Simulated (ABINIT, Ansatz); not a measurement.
## Converging GW for BaIBr (Pnma) in ABINIT

Aim: raise bands and screening cutoff together for BaIBr (Pnma) and follow gap and time.

Method: PBEsol and many-body steps on it, plane waves, in ABINIT 10.8.3.

### Step 1. The structure

Symmetry: Pnma, No. 62, orthorhombic system. The conventional cell has a = 8.814 Å, b = 5.124 Å, c = 10.192 Å, α = 90.00°, β = 90.00°, γ = 90.00°. Nearest to Ba lie 4 Br at 3.31 to 3.34 Å and 5 I at 3.67 to 3.76 Å. Nearest to I lie 5 Ba at 3.67 to 3.76 Å. Nearest to Br lie 4 Ba at 3.31 to 3.34 Å. Farther neighbours and most contacts between anions are not listed.

The cell and positions are those that the Materials Project relaxed with its own functionals (PBE, PBE+U or r2SCAN), kept fixed. Spin-orbit coupling is left out unless a step names it.

### Step 2. Empty states on the mesh, 2×2×1 mesh, 459 bands

This step: ABINIT 10.8.3; DFT, PBEsol, plane waves, norm-conserving pseudopotentials.

The sums over transitions need many empty states on a uniform mesh; this step solves for them.

Contents of run.abi:

```
acell 3*1.0 Angstrom
rprim 
  8.814460390000 0.000000000000 0.000000000000
  0.000000000000 5.124291030000 0.000000000000
  0.000000000000 0.000000000000 10.191678390000
ntypat 3
znucl 56 53 35
natom 12
typat 1 1 1 1 2 2 2 2 3 3 3 3
xred 
  0.728824540000 0.250000000000 0.375137030000
  0.271175460000 0.750000000000 0.624862970000
  0.771175460000 0.750000000000 0.875137030000
  0.228824540000 0.250000000000 0.124862970000
  0.471610560000 0.250000000000 0.831776550000
  0.528389440000 0.750000000000 0.168223450000
  0.028389440000 0.750000000000 0.331776550000
  0.971610560000 0.250000000000 0.668223450000
  0.856471900000 0.250000000000 0.066685850000
  0.143528100000 0.750000000000 0.933314150000
  0.643528100000 0.750000000000 0.566685850000
  0.356471900000 0.250000000000 0.433314150000
pp_dirpath "pseudos"
pseudos "Ba.upf, I.upf, Br.upf"
ecut 31
ngkpt 2 2 1
nshiftk 1
shiftk 0 0 0
kptopt 1
chksymbreak 0
iscf -2
irdden 1
istwfk *1
nband 459
nbdbuf 40
tolwfr 1e-09
nstep 60
prtvol 0
indata_prefix "in"
outdata_prefix "out"
tmpdata_prefix "tmp"
```

Started as:

```console
> OMP_NUM_THREADS=2 mpirun -n 4 abinit run.abi > log
```

Numbers of over 12 decimals in the logs are rounded to 6 here.

Log:

```text
.Version 10.8.3 of ABINIT. v10.8.2 released Aug 2026.

 Symmetries : space group Pn m a (# 62); Bravais oP (primitive ortho.)
[... echo of the input left out ...]
== DATASET  1 ==================================================================
-   mpi_nproc: 4, omp_nthreads: 2 (-1 if OMP is not activated)

--- !DatasetInfo
iteration_state: {dtset: 1, }
dimensions: {natom: 12, nkpt: 4, mband: 459, nsppol: 1, nspinor: 1, nspden: 1, mpw: 25646, }
cutoff_energies: {ecut:  31.0, pawecutdg:  -1.0, }
[...]
1.83163    1.83818    1.83904    1.84047    1.84305    1.84407    1.84585    1.85565
   1.85903    1.86137    1.86603    1.86612    1.87367    1.87477    1.87706    1.88139
   1.88435    1.88523    1.88741
 prteigrs : prtvol=0 or 1, do not print more k-points.

== END DATASET(S) ==============================================================
================================================================================

 -outvars: echo values of variables after computation  --------
            nband         459
             nkpt           4
          spgroup          62
 [... the other variables as echoed above ...]

 Calculation completed.
```

Run time: 19 min. Hardware: 4 MPI ranks of Arm Neoverse N1, shared host; peak memory 1.7 GiB.

This step gave:

| Quantity | Value |
| --- | --- |
| gap | 3.423 eV |
| k of the valence top | 0, 0, 0 |
| k of the conduction bottom | 0, 0, 0 |
| least direct gap | 3.423 eV |
| k points computed | 4 |
| lowest point of the top converged band, above the valence top | 45.19 eV |

On this mesh the gap is 3.423 eV.

The density comes from a self-consistent run that is not shown.

### Step 3. Screening, 2×2×1 mesh, 94 bands, screening to 51.7 eV

The RPA dielectric matrix is built and inverted for each q.

This step: RPA screening on PBEsol, plane waves, norm-conserving pseudopotentials.

Changes to run.abi since step 2:

```diff
@@ -30,10 +30,11 @@
 chksymbreak 0
-iscf -2
-irdden 1
 istwfk *1
-nband 459
-nbdbuf 40
-tolwfr 1e-09
-nstep 60
-prtvol 0
+occopt 1
+irdwfk 1
+optdriver 3
+nband 94
+ecuteps 1.9
+inclvkb 2
+awtr 1
+symchi 1
 indata_prefix "in"
```

Started as:

```console
> OMP_NUM_THREADS=1 mpirun -n 8 abinit run.abi > log
```

Log:

```text
.Version 10.8.3 of ABINIT. v10.8.2 released Aug 2026.

 Symmetries : space group Pn m a (# 62); Bravais oP (primitive ortho.)
[... echo of the input left out ...]
== DATASET  1 ==================================================================
-   mpi_nproc: 8, omp_nthreads: 1 (-1 if OMP is not activated)

--- !DatasetInfo
iteration_state: {dtset: 1, }
dimensions: {natom: 12, nkpt: 4, mband: 94, nsppol: 1, nspinor: 1, nspden: 1, mpw: 25646, }
cutoff_energies: {ecut:  31.0, pawecutdg:  -1.0, }
electrons: {nelect:   9.60000000E+01, charge:   0.00000000E+00, occopt:   1.00000000E+00, tsmear:   1.00000000E-02, }

 SCREENING: Calculation of the susceptibility and dielectric matrices

 Based on a program developped by R.W. Godby, V. Olevano, G. Onida, and L. Reining.
 Incorporated in ABINIT by V. Olevano, G.-M. Rignanese, and M. Torrent.
.Using double precision arithmetic ; gwpc =  8

[... cell and pseudopotentials left out ...]
--------------------------------------------------------------------------------

 ==== K-mesh for the wavefunctions ====
 Number of points in the irreducible wedge :     4
[... list of points left out ...]
 Together with  8 symmetry operations and time-reversal symmetry
 yields     4 points in the full Brillouin Zone.

 ==== Q-mesh for the screening function ====
 Number of points in the irreducible wedge :     4
[... list of points left out ...]
 Together with  8 symmetry operations and time-reversal symmetry
 yields     4 points in the full Brillouin Zone.

 setmesh: FFT mesh size selected  =    54x   32x   64
          total number of points  =       110592

 vcoul_init : cutoff-mode = AUXILIARY_FUNCTION
 q-points for optical limit:   1
     1)      0.000010    0.000020    0.000030

- screening: taking advantage of time-reversal symmetry
- Maximum band index for partially occupied states nbvw = 48
- Remaining bands to be divided among processors   nbcw = 46
- Number of bands treated by each node ~5

 Number of electrons calculated from density =   96.0000; Expected =   96.0000
 average of density, n =  0.030903
 r_s =    1.9768
 omega_plasma =   16.9572 [eV]

 calculating chi0 at frequencies [eV] :
  1    0.000000E+00    0.000000E+00
  2    0.000000E+00    1.695725E+01

--------------------------------------------------------------------------------
  q-point number  1        q = ( 0.000000, 0.000000, 0.000000) [r.l.u.]
--------------------------------------------------------------------------------
[... chi0 elements left out ...]
 For q-point:  0.000010 0.000020 0.000030
  dielectric constant =   4.0346
  dielectric constant without local fields =   4.5921

  Average fulfillment of the sum rule on Im[epsilon] for q-point    1 :     40.12  [%]
[... wings left out ...]
  q-point number  2        q = ( 0.500000, 0.000000, 0.000000) [r.l.u.]
--------------------------------------------------------------------------------
[... chi0 elements left out ...]
  Average fulfillment of the sum rule on Im[epsilon] for q-point    2 :     52.27  [%]

 [... 2 further q-points ...]
```

Wall time 1.8 min (8 MPI ranks); peak memory 7 GiB.

This step gave:

| Property | Result |
| --- | --- |
| ε∞ with local fields, on this mesh, along the program's q direction | 4.035 |
| the same without local fields | 4.592 |
| plasma frequency | 16.96 eV |
| plane waves in the screening matrix | 371 |

Local fields lower ε∞ by 12 %. On a Γ-centred mesh this coarse the value itself is usually too large, while a short band sum pulls it down.

### Step 4. 94 bands, 51.7 eV

The self-energy is evaluated for the states that the input lists, and the levels follow from it, in one-shot runs by the linearised quasiparticle equation.

This step: G0W0 on PBEsol, plane waves, norm-conserving pseudopotentials.

Changes to run.abi since step 3:

```diff
@@ -33,8 +33,15 @@
 irdwfk 1
-optdriver 3
+optdriver 4
 nband 94
+gwcalctyp 0
+ecutsigx 31
+symsigma 1
+nkptgw 1
+kptgw 
+  0.0000000000 0.0000000000 0.0000000000
+bdgw 
+  47 50
 ecuteps 1.9
-inclvkb 2
-awtr 1
-symchi 1
+irdscr 1
+ppmodel 1
 indata_prefix "in"
```

Log:

```text
.Version 10.8.3 of ABINIT. v10.8.2 released Aug 2026.

 Symmetries : space group Pn m a (# 62); Bravais oP (primitive ortho.)
[... echo of the input left out ...]
== DATASET  1 ==================================================================
-   mpi_nproc: 8, omp_nthreads: 1 (-1 if OMP is not activated)

--- !DatasetInfo
iteration_state: {dtset: 1, }
dimensions: {natom: 12, nkpt: 4, mband: 94, nsppol: 1, nspinor: 1, nspden: 1, mpw: 25646, }
cutoff_energies: {ecut:  31.0, pawecutdg:  -1.0, }
electrons: {nelect:   9.60000000E+01, charge:   0.00000000E+00, occopt:   1.00000000E+00, tsmear:   1.00000000E-02, }

 SIGMA: Calculation of the GW corrections

 Based on a program developped by R.W. Godby, V. Olevano, G. Onida, and L. Reining.
 Incorporated in ABINIT by V. Olevano, G.-M. Rignanese, and M. Torrent.
.Using double precision arithmetic ; gwpc =  8

[... cell and pseudopotentials left out ...]
--------------------------------------------------------------------------------

 ==== K-mesh for the wavefunctions ====
 Number of points in the irreducible wedge :     4
[... list of points left out ...]
 Together with  8 symmetry operations and time-reversal symmetry
 yields     4 points in the full Brillouin Zone.

 ==== Q-mesh for screening function ====
 Number of points in the irreducible wedge :     4
[... list of points left out ...]
 Together with  8 symmetry operations and time-reversal symmetry
 yields     4 points in the full Brillouin Zone.

 vcoul_init : cutoff-mode = AUXILIARY_FUNCTION
 q-points for optical limit:   1
     1)      0.000010    0.000020    0.000030
 setmesh: FFT mesh size selected  =    90x   50x  100
          total number of points  =       450000

 Number of electrons calculated from density =   96.0000; Expected =   96.0000
 average of density, n =  0.030903
 r_s =    1.9768
 omega_plasma =   16.9572 [eV]

 === KS Band Gaps ===
  >>>> For spin  1
   Minimum direct gap =   3.4236 [eV], located at k-point      :   0.0000  0.0000  0.0000
   Fundamental gap    =   3.4236 [eV], Top of valence bands at :   0.0000  0.0000  0.0000
                                       Bottom of conduction at :   0.0000  0.0000  0.0000
 SIGMA fundamental parameters:
 PLASMON POLE MODEL  1
 number of plane-waves for SigmaX                25569
 number of plane-waves for SigmaC and W            371
 number of plane-waves for wavefunctions         25569
 number of bands                                    94
 number of independent spin polarizations            1
 number of spinorial components                      1
 number of k-points in IBZ                           4
 number of q-points in IBZ                           4
 number of symmetry operations                       8
 number of k-points in BZ                            4
 number of q-points in BZ                            4
 number of frequencies for dSigma/dE                 9
 frequency step for dSigma/dE [eV]                0.25
 number of omega for Sigma on real axis              0
 max omega for Sigma on real axis  [eV]           0.00
 zcut for avoiding poles [eV]                     0.10

 EPSILON^-1 parameters (SCR file):
 dimension of the eps^-1 matrix on file            371
 dimension of the eps^-1 matrix used               371
 number of plane-waves for wavefunctions         25569
 number of bands                                    94
 number of q-points in IBZ                           4
 number of frequencies                               2
 number of real frequencies                          1
 number of imag frequencies                          1

 matrix elements of self-energy operator (all in [eV])

 Perturbative Calculation

--- !SelfEnergy_ee
iteration_state: {dtset: 1, }
kpoint     : [   0.000,    0.000,    0.000, ]
spin       : 1
KS_gap     :    3.424
QP_gap     :    5.284
Delta_QP_KS:    1.860
data: !SigmaeeData |
     Band     E0 <VxcDFT>   SigX SigC(E0)      Z dSigC/dE  Sig(E)    E-E0       E
       47   2.175 -11.876 -14.652   2.695   0.826  -0.211 -11.942  -0.066   2.109
       48   2.303 -11.707 -14.544   2.736   0.825  -0.212 -11.790  -0.084   2.219
       49   5.726  -8.190  -4.046  -2.057   0.852  -0.174  -6.413   1.776   7.503
       50   6.287  -8.025  -3.732  -2.158   0.855  -0.170  -6.200   1.825   8.112

== END DATASET(S) ==============================================================
================================================================================

 -outvars: echo values of variables after computation  --------
           etotal      0.0000000000E+00
            nband          94
             nkpt           4
          spgroup          62
 [... the other variables as echoed above ...]

 Calculation completed.
```

Elapsed: 12 s, on 8 MPI ranks; peak memory 3.2 GiB; 94 s of CPU time.

This step gave:

```
G0W0 gap on the points computed              : 5.284 eV
starting gap on the mesh                     : 3.423 eV
k of the valence top                         : 0, 0, 0
k of the conduction bottom                   : 0, 0, 0
Z at the valence top                         : 0.825
Z at the conduction bottom                   : 0.852
least direct G0W0 gap on the computed points : 5.284 eV
```

The gap on the mesh goes from 3.42 eV to 5.28 eV, a correction of +1.86 eV.

### Step 5. Screening, 2×2×1 mesh, 199 bands, screening to 98 eV

This step: RPA screening on PBEsol, plane waves, norm-conserving pseudopotentials.

Changes to run.abi since step 4:

```diff
@@ -33,15 +33,8 @@
 irdwfk 1
-optdriver 4
-nband 94
-gwcalctyp 0
-ecutsigx 31
-symsigma 1
-nkptgw 1
-kptgw 
-  0.0000000000 0.0000000000 0.0000000000
-bdgw 
-  47 50
-ecuteps 1.9
-irdscr 1
-ppmodel 1
+optdriver 3
+nband 199
+ecuteps 3.6
+inclvkb 2
+awtr 1
+symchi 1
 indata_prefix "in"
```

Log:

```text
.Version 10.8.3 of ABINIT. v10.8.2 released Aug 2026.

 Symmetries : space group Pn m a (# 62); Bravais oP (primitive ortho.)
[... echo of the input left out ...]
== DATASET  1 ==================================================================
-   mpi_nproc: 8, omp_nthreads: 1 (-1 if OMP is not activated)

--- !DatasetInfo
iteration_state: {dtset: 1, }
dimensions: {natom: 12, nkpt: 4, mband: 199, nsppol: 1, nspinor: 1, nspden: 1, mpw: 25646, }
cutoff_energies: {ecut:  31.0, pawecutdg:  -1.0, }
electrons: {nelect:   9.60000000E+01, charge:   0.00000000E+00, occopt:   1.00000000E+00, tsmear:   1.00000000E-02, }

 SCREENING: Calculation of the susceptibility and dielectric matrices

 Based on a program developped by R.W. Godby, V. Olevano, G. Onida, and L. Reining.
 Incorporated in ABINIT by V. Olevano, G.-M. Rignanese, and M. Torrent.
.Using double precision arithmetic ; gwpc =  8

[... cell and pseudopotentials left out ...]
--------------------------------------------------------------------------------

 ==== K-mesh for the wavefunctions ====
 Number of points in the irreducible wedge :     4
[... list of points left out ...]
 Together with  8 symmetry operations and time-reversal symmetry
 yields     4 points in the full Brillouin Zone.

 ==== Q-mesh for the screening function ====
 Number of points in the irreducible wedge :     4
[... list of points left out ...]
 Together with  8 symmetry operations and time-reversal symmetry
 yields     4 points in the full Brillouin Zone.

 setmesh: FFT mesh size selected  =    60x   36x   72
          total number of points  =       155520

 vcoul_init : cutoff-mode = AUXILIARY_FUNCTION
 q-points for optical limit:   1
     1)      0.000010    0.000020    0.000030

- screening: taking advantage of time-reversal symmetry
- Maximum band index for partially occupied states nbvw = 48
- Remaining bands to be divided among processors   nbcw = 151
- Number of bands treated by each node ~18

 Number of electrons calculated from density =   96.0000; Expected =   96.0000
 average of density, n =  0.030903
 r_s =    1.9768
 omega_plasma =   16.9572 [eV]

 calculating chi0 at frequencies [eV] :
  1    0.000000E+00    0.000000E+00
  2    0.000000E+00    1.695725E+01

--------------------------------------------------------------------------------
  q-point number  1        q = ( 0.000000, 0.000000, 0.000000) [r.l.u.]
--------------------------------------------------------------------------------
[... chi0 elements left out ...]
 For q-point:  0.000010 0.000020 0.000030
  dielectric constant =   4.0879
  dielectric constant without local fields =   4.8339

  Average fulfillment of the sum rule on Im[epsilon] for q-point    1 :     71.34  [%]
[... wings left out ...]
  q-point number  2        q = ( 0.500000, 0.000000, 0.000000) [r.l.u.]
--------------------------------------------------------------------------------
[... chi0 elements left out ...]
  Average fulfillment of the sum rule on Im[epsilon] for q-point    2 :     79.67  [%]

 [... 2 further q-points ...]
```

Wall time 6.6 min (8 MPI ranks); peak memory 9.5 GiB; 53 min of CPU time.

Numbers from this step:

| Item | Value |
| --- | --- |
| ε∞ with local fields, on this mesh, along the program's q direction | 4.088 |
| the same without local fields | 4.834 |
| plasma frequency | 16.96 eV |
| plane waves in the screening matrix | 999 |

[end of part 1 of 2]

[Paths, hosts, dates, memory and timing lines, banners, echoed tables and standing remarks are left out of the program output.]

[Logs are printed without paths, hosts, clocks, repeated set-up lines and the standing remarks that a program may print on its own settings, such as how far it seeks lower states.]

[Runs of the session that timed out or met a known fault of the program may be left out.]

[Hosts, paths, dates, database ids (printed as entryN), source tags and the programs' standing remarks are cut or masked in the printed files.]

[G0W0 gaps are taken among the corrected bands and points alone; a level outside them can change the order at an edge.]

[Where Ansatz stands beside ABINIT at settings called matched, ABINIT's density can come from a denser mesh and the files from another edition; pairs whose starting gaps differed by over 0.03 eV were left out, so agreement reads better than it is.]
